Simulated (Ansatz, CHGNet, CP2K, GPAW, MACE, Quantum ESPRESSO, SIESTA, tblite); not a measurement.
## CP2K runs on random packing of 55Li2O-45Nb2O5 (mol %) (96 atoms)

Wanted: CP2K inputs and outputs for random packing of 55Li2O-45Nb2O5 (mol %) (96 atoms), checked against a plane-wave reference.

Calculated with CP2K 2026.2; the method is named at each step.

### 1. Starting point

The cell holds 96 atoms: 22 Li, 56 O and 18 Nb. Cell: a = 10.533 Å, b = 10.533 Å, c = 10.533 Å, α = 90.0°, β = 90.0°, γ = 90.0°. 96 atoms (22 Li, 56 O, 18 Nb) packed at random in a cube at 3.87 g/cm³ and pushed apart as soft spheres, cations and anions kept from their own kind; a start for melting by ab initio MD, not an equilibrated structure. Then every atom was moved at random, 0.05 Å r.m.s. a Cartesian component.

The yardstick, on the same geometry:

| Item | Value |
| --- | --- |
| method | Kohn-Sham DFT, PBE, PAW, plane waves (Ansatz 0.2.0); cutoff 420 eV, Γ point, fermi-dirac smearing of 0.05 eV; PAW set soft_2 |
| r.m.s. force component | 1.837 eV/Å |
| longest force | 6.695 eV/Å |
| pressure | -15.6 GPa |
| SCF cycles | 14 |
| time | 12 s on 8 threads of Arm Neoverse V1, shared host |
| CPU time | 90 s |

### 2. PBE, DZVP-UZH, 800/50 Ry, diagonalisation

Method: Kohn-Sham DFT, PBE, GTH-PBE pseudopotentials, Gaussian and plane waves, DZVP-MOLOPT (UZH set), diagonalisation.

input.inp reads:

```
&GLOBAL
  PROJECT cell
  RUN_TYPE ENERGY_FORCE
  PRINT_LEVEL LOW
&END GLOBAL
&FORCE_EVAL
  METHOD QS
  STRESS_TENSOR ANALYTICAL
  &DFT
    BASIS_SET_FILE_NAME BASIS_MOLOPT_UZH
    POTENTIAL_FILE_NAME POTENTIAL_UZH
    &MGRID
      CUTOFF 800
      REL_CUTOFF 50
      NGRIDS 5
    &END MGRID
    &QS
      EPS_DEFAULT 1.0E-12
    &END QS
    &SCF
      SCF_GUESS ATOMIC
      EPS_SCF 1.0E-06
      MAX_SCF 200
      ADDED_MOS 14
      &DIAGONALIZATION
        ALGORITHM STANDARD
      &END DIAGONALIZATION
      &SMEAR ON
        METHOD FERMI_DIRAC
        ELECTRONIC_TEMPERATURE [K] 580
      &END SMEAR
      &MIXING
        METHOD BROYDEN_MIXING
        ALPHA 0.3
        NBROYDEN 8
      &END MIXING
      &PRINT
        &RESTART OFF
        &END RESTART
      &END PRINT
    &END SCF
    &XC
      &XC_FUNCTIONAL PBE
      &END XC_FUNCTIONAL
    &END XC
    &PRINT
      &MULLIKEN ON
      &END MULLIKEN
      &HIRSHFELD ON
        SHAPE_FUNCTION DENSITY
      &END HIRSHFELD
      &MO ON
        EIGENVALUES T
        OCCUPATION_NUMBERS T
        MO_INDEX_RANGE 307 330
        &EACH
          QS_SCF 0
        &END EACH
        ADD_LAST NUMERIC
      &END MO
    &END PRINT
  &END DFT
  &SUBSYS
    &CELL
      A 10.53340 0.00000 0.00000
      B 0.00000 10.53340 0.00000
      C 0.00000 0.00000 10.53340
    &END CELL
    &COORD
      SCALED
      Li 0.29112 0.50715 0.60161
      Li 0.77320 0.43560 0.17861
      Li 0.77041 0.01886 0.30748
      Li 0.13897 0.33542 0.51586
      Li 0.49573 0.92662 0.75200
      Li 0.62680 0.55657 0.35381
      Li 0.50655 0.67488 0.84680
      Li 0.54049 0.93207 0.51895
      Li 0.79782 0.74008 0.76631
      Li 0.31656 0.08651 0.72964
      Li 0.24645 0.73456 0.24521
      Li 0.64103 0.48375 0.97476
      Li 0.80420 0.14475 0.04797
      Li 0.19448 0.86777 0.78260
      Li 0.99301 0.45860 0.32105
      Li 0.08627 0.09154 0.49934
      Li 0.69931 0.29509 0.35303
      Li 0.43007 0.55626 0.18698
      Li 0.28637 0.11009 0.06537
      Li 0.08592 0.88660 0.33664
      Li 0.95960 0.06492 0.86819
      Li 0.97088 0.62395 0.47777
      O 0.02590 0.69454 0.15276
      O 0.49200 0.49094 0.88432
      O 0.35053 0.97370 0.85609
      O 0.92695 0.44055 0.78162
      O 0.37073 0.67284 0.98028
      O 0.55603 0.67318 0.23630
      O 0.12530 0.39415 0.81378
      O 0.94351 0.23275 0.29469
      O 0.75321 0.97935 0.01223
      O 0.85320 0.57861 0.08046
      O 0.45381 0.04229 0.62087
      O 0.18694 0.09109 0.32496
      O 0.15575 0.01036 0.67684
      O 0.51035 0.30275 0.00007
      O 0.69421 0.28638 0.88719
      O 0.31252 0.59574 0.36548
      O 0.05246 0.92034 0.11839
      O 0.47888 0.35074 0.42839
      O 0.70634 0.84166 0.54093
      O 0.97924 0.88185 0.85699
      O 0.50474 0.80623 0.38462
      O 0.60484 0.42971 0.23344
      O 0.92252 0.78481 0.37502
      O 0.08396 0.65056 0.67337
      O 0.20577 0.95280 0.47934
      O 0.61648 0.79446 0.78709
      O 0.50460 0.50601 0.58200
      O 0.85363 0.31264 0.01630
      O 0.82910 0.59723 0.87918
      O 0.57796 0.65844 0.02680
      O 0.02528 0.36187 0.16751
      O 0.82883 0.53114 0.32870
      O 0.35954 0.44867 0.04966
      O 0.33619 0.71325 0.54909
[... 36 atom lines left out ...]
      Nb 0.00026 0.47007 0.97444
      Nb 0.31928 0.86742 0.05288
      Nb 0.56921 0.86051 0.99379
      Nb 0.85940 0.18461 0.49618
    &END COORD
    &KIND Li
      BASIS_SET DZVP-MOLOPT-PBE-GTH-q3
      POTENTIAL GTH-PBE-q3
    &END KIND
    &KIND O
      BASIS_SET DZVP-MOLOPT-PBE-GTH-q6
      POTENTIAL GTH-PBE-q6
    &END KIND
    &KIND Nb
      BASIS_SET DZVP-MOLOPT-PBE-GTH-q13
      POTENTIAL GTH-PBE-q13
    &END KIND
  &END SUBSYS
  &PRINT
    &FORCES ON
    &END FORCES
    &STRESS_TENSOR ON
    &END STRESS_TENSOR
  &END PRINT
&END FORCE_EVAL
```

Started as:

```bash
OMP_NUM_THREADS=1 mpirun -np 4 cp2k.psmp -i input.inp > output.txt
```

Numbers of over 12 decimals in the logs are rounded to 6 here.

Output:

```text
CP2K| version string:                                       CP2K version 2026.2
 CP2K| Input file name                                                 input.inp
 GLOBAL| Basis set file name                                    BASIS_MOLOPT_UZH
 GLOBAL| Potential file name                                       POTENTIAL_UZH
 GLOBAL| Run type                                                   ENERGY_FORCE
 GLOBAL| Total number of message passing processes                             4
 GLOBAL| Number of threads for this process                                    1
 TOTAL NUMBERS AND MAXIMUM NUMBERS
  Total number of            - Atomic kinds:                                   3
                             - Atoms:                                         96
                             - Shell sets:                                    96
                             - Shells:                                       512
                             - Primitive Cartesian functions:                498
                             - Cartesian basis functions:                   1474
                             - Spherical basis functions:                   1328
  Maximum angular momentum of- Orbital basis functions:                        3
                             - Local part of the GTH pseudopotential:          6
                             - Non-local part of the GTH pseudopotential:      4
 SCF PARAMETERS         Density guess:                                    ATOMIC
                        max_scf:                                             200
                        eps_scf:                                        1.00E-06
                        added MOs                                        14    0
                        Mixing method:                            BROYDEN_MIXING
                                                charge density mixing in g-space
                        Smear method:                                FERMI_DIRAC
                        Electronic temperature [K]:                        580.0
                        Electronic temperature [a.u.]:                  1.84E-03
                        Accuracy threshold:                             1.00E-10
 Extrapolation method: initial_guess
 Number of electrons:                                                        636
 Number of occupied orbitals:                                                318
 Number of molecular orbitals:                                               332
 Number of orbital functions:                                               1328
 Number of independent orbital functions:                                   1328
 SCF WAVEFUNCTION OPTIMIZATION
  Step     Update method      Time    Convergence         Total energy    Change
     1 NoMix/Diag. 0.30E+00    5.8     0.83393535     -2082.0071913668 -2.08E+03
 *** the last MO => Add more MOs for proper smearing.                   ***
     2 Broy./Diag. 0.30E+00    7.8     2.36677318     -2024.7708251360  5.72E+01
 *** the last MO => Add more MOs for proper smearing.                   ***
     3 Broy./Diag. 0.30E+00    7.9     2.15257675     -2126.9870619628 -1.02E+02
 *** the last MO => Add more MOs for proper smearing.                   ***
     4 Broy./Diag. 0.30E+00    7.9     1.14083716     -2093.9855159726  3.30E+01
[...]
*** the last MO => Add more MOs for proper smearing.                   ***
    86 Broy./Diag. 0.30E+00    7.9     0.00000176     -2079.2363059087 -2.14E-07
 *** the last MO => Add more MOs for proper smearing.                   ***
    87 Broy./Diag. 0.30E+00    8.0     0.00000093     -2079.2363066309 -7.22E-07
  *** SCF run converged in    87 steps ***
  Electronic density on regular grids:       -636.0000000000        0.0000000000
  Core density on regular grids:              635.9999999996       -0.0000000004
  Total charge density on r-space grids:       -0.0000000004
  Total charge density g-space grids:          -0.0000000004
  Overlap energy of the core charge distribution:               5.512e-11
  Self energy of the core charge distribution:              -4323.732177
  Core Hamiltonian energy:                                   1074.775619
  Hartree energy:                                            1524.128802
  Exchange-correlation energy:                               -354.382949
  Electronic entropic energy:                                  -0.025601
  Fermi energy:                                                 0.182429
  Total energy:                                             -2079.236307
  Total energy (extrapolated to T->0):                      -2079.223506
 MO| EIGENVALUES AND OCCUPATION NUMBERS
 MO|
 MO|  Index      Eigenvalue [a.u.]        Eigenvalue [eV]             Occupation
 MO|    307               0.170895               4.650291               1.996259
 MO|    308               0.171451               4.665431               1.994939
 MO|    309               0.172794               4.701974               1.989514
[...]
MO|    329               0.191934               5.222799               0.011250
 MO|    330               0.193599               5.268103               0.004560
 MO| Sum:                                                             636.000000
 MO| E(Fermi):            0.182429 a.u.          4.964154 eV
 !-----------------------------------------------------------------------------!
                     Mulliken Population Analysis
 #  Atom  Element  Kind  Atomic population                           Net charge
       1     Li       1          2.208202                              0.791798
       2     Li       1          2.323357                              0.676643
       3     Li       1          2.417854                              0.582146
[...]
95     Nb       3         11.936321                              1.063679
      96     Nb       3         12.571617                              0.428383
 # Total charge                            636.000000                 -0.000000
 !-----------------------------------------------------------------------------!
 !-----------------------------------------------------------------------------!
                           Hirshfeld Charges
  #Atom  Element  Kind  Ref Charge     Population                    Net charge
      1       Li     1       3.000          2.869                         0.131
      2       Li     1       3.000          2.892                         0.108
      3       Li     1       3.000          2.927                         0.073
[...]
95       Nb     3      13.000         12.275                         0.725
     96       Nb     3      13.000         12.630                         0.370
  Total Charge                                                            0.000
 !-----------------------------------------------------------------------------!
 ENERGY| Total FORCE_EVAL ( QS ) energy [hartree]          -2079.236306
 FORCES| Atomic forces [hartree/bohr]
 FORCES|   Atom     x               y               z               |f|
 FORCES|      1  1.23009633E-02  1.71453869E-02 -3.99296328E-02   4.51625239E-02
 FORCES|      2  7.67975220E-03 -2.68480367E-03 -4.16048582E-03   9.13763683E-03
 FORCES|      3 -7.51834847E-03  2.66287279E-02 -1.27326298E-02   3.04587356E-02
[...]
FORCES|     95  1.27645560E-01  1.46447035E-02  2.16510274E-02   1.30294372E-01
 FORCES|     96  1.55443009E-02 -3.93531612E-02 -5.00770445E-02   6.55591868E-02
 FORCES| Sum     1.38622494E-03 -1.86542986E-03 -7.27878200E-04
 FORCES| Total atomic force                                       2.43541677E-03
 STRESS| Analytical stress tensor [bar]
 STRESS|                        x                   y                   z
 STRESS|      x       -1.23363610044E+05   2.06112931233E+04  -1.07020414669E+04
 STRESS|      y        2.06112931233E+04  -1.59118535639E+05   5.02841480845E+03
 STRESS|      z       -1.07020414669E+04   5.02841480845E+03  -1.54571344957E+05
 STRESS| 1/3 Trace                                            -1.45684496880E+05
```

Run time: 12 min. Hardware: 4 MPI ranks of Arm Neoverse V1, shared host; peak memory 6.1 GiB; 48 min of CPU time.

Banners, paths, timers and routine set-up lines are dropped from the logs unmarked, and long logs keep their key lines alone; longer cuts are marked.

Against the reference:

| Property | Result |
| --- | --- |
| r.m.s. force component | 1.824 eV/Å |
| r.m.s. difference of force components | 55.35 meV/Å |
| longest difference of force vectors | 183.2 meV/Å |
| force difference over r.m.s. force | 3.013 % |
| slope of forces against the reference's | 0.9925 |
| correlation of force components | 0.9996 |
| pressure | -14.57 GPa |
| pressure difference | 1.032 GPa |

Length of the force difference by element (eV/Å):

```csv
element,atoms,mean,most
Li,22,0.081,0.16
Nb,18,0.11,0.18
O,56,0.084,0.18
```

A closer look about Nb95, which bears the longest force: 11 atoms, nearest first, numbered in the order of the input, with positions taken from that point.

```
atom      x      y      z  distance (Å)  bonds  Hirshfeld charge (e)     Fx     Fy  Fz (eV/Å)
Nb95   0.00   0.00   0.00          0.00      7                  0.72   6.56   0.75       1.11
 O52   0.09  -2.13   0.35          2.16      3                 -0.17   0.01   2.90       0.11
 O31   1.94   1.25   0.19          2.32      2                 -0.19  -2.30  -0.69      -1.60
 O48   0.50  -0.70  -2.18          2.34      4                 -0.35   0.37   2.61       2.71
 O78   0.35   0.73   2.22          2.36      2                 -0.22   2.30  -2.20      -0.39
 O62  -1.22   2.03   0.35          2.39      4                 -0.31   0.69  -1.15       2.25
 O57   1.96  -1.04   1.03          2.45      2                 -0.11  -1.52   1.19       1.89
 Li7  -0.66  -1.96  -1.55          2.58      6                  0.07  -0.05  -0.85      -0.87
 O76   0.88   1.92  -1.68          2.70      3                 -0.17   2.67  -1.29      -0.50
Nb94  -2.63   0.07   0.62          2.71      6                  0.62  -1.83   1.46       0.07
 Li5  -0.77   0.70  -2.55          2.75      4                  0.11  -0.27   0.06      -0.25
```

Forces lie 3.0 % from the reference's, at 32 times its CPU time (on 4 against 8 cores); the SCF took 87 steps, which the time reflects.

(Continued in part 2 of 2.)

[Also dropped from logs without a mark: logging warnings of Python, and SIESTA's first energy breakdown and zero terms.]

[Logs are printed without paths, hosts, clocks, repeated set-up lines and the standing remarks that a program may print on its own settings, such as how far it seeks lower states.]

[Hosts, paths, dates, database ids (printed as entryN), source tags and the programs' standing remarks are cut or masked in the printed files.]
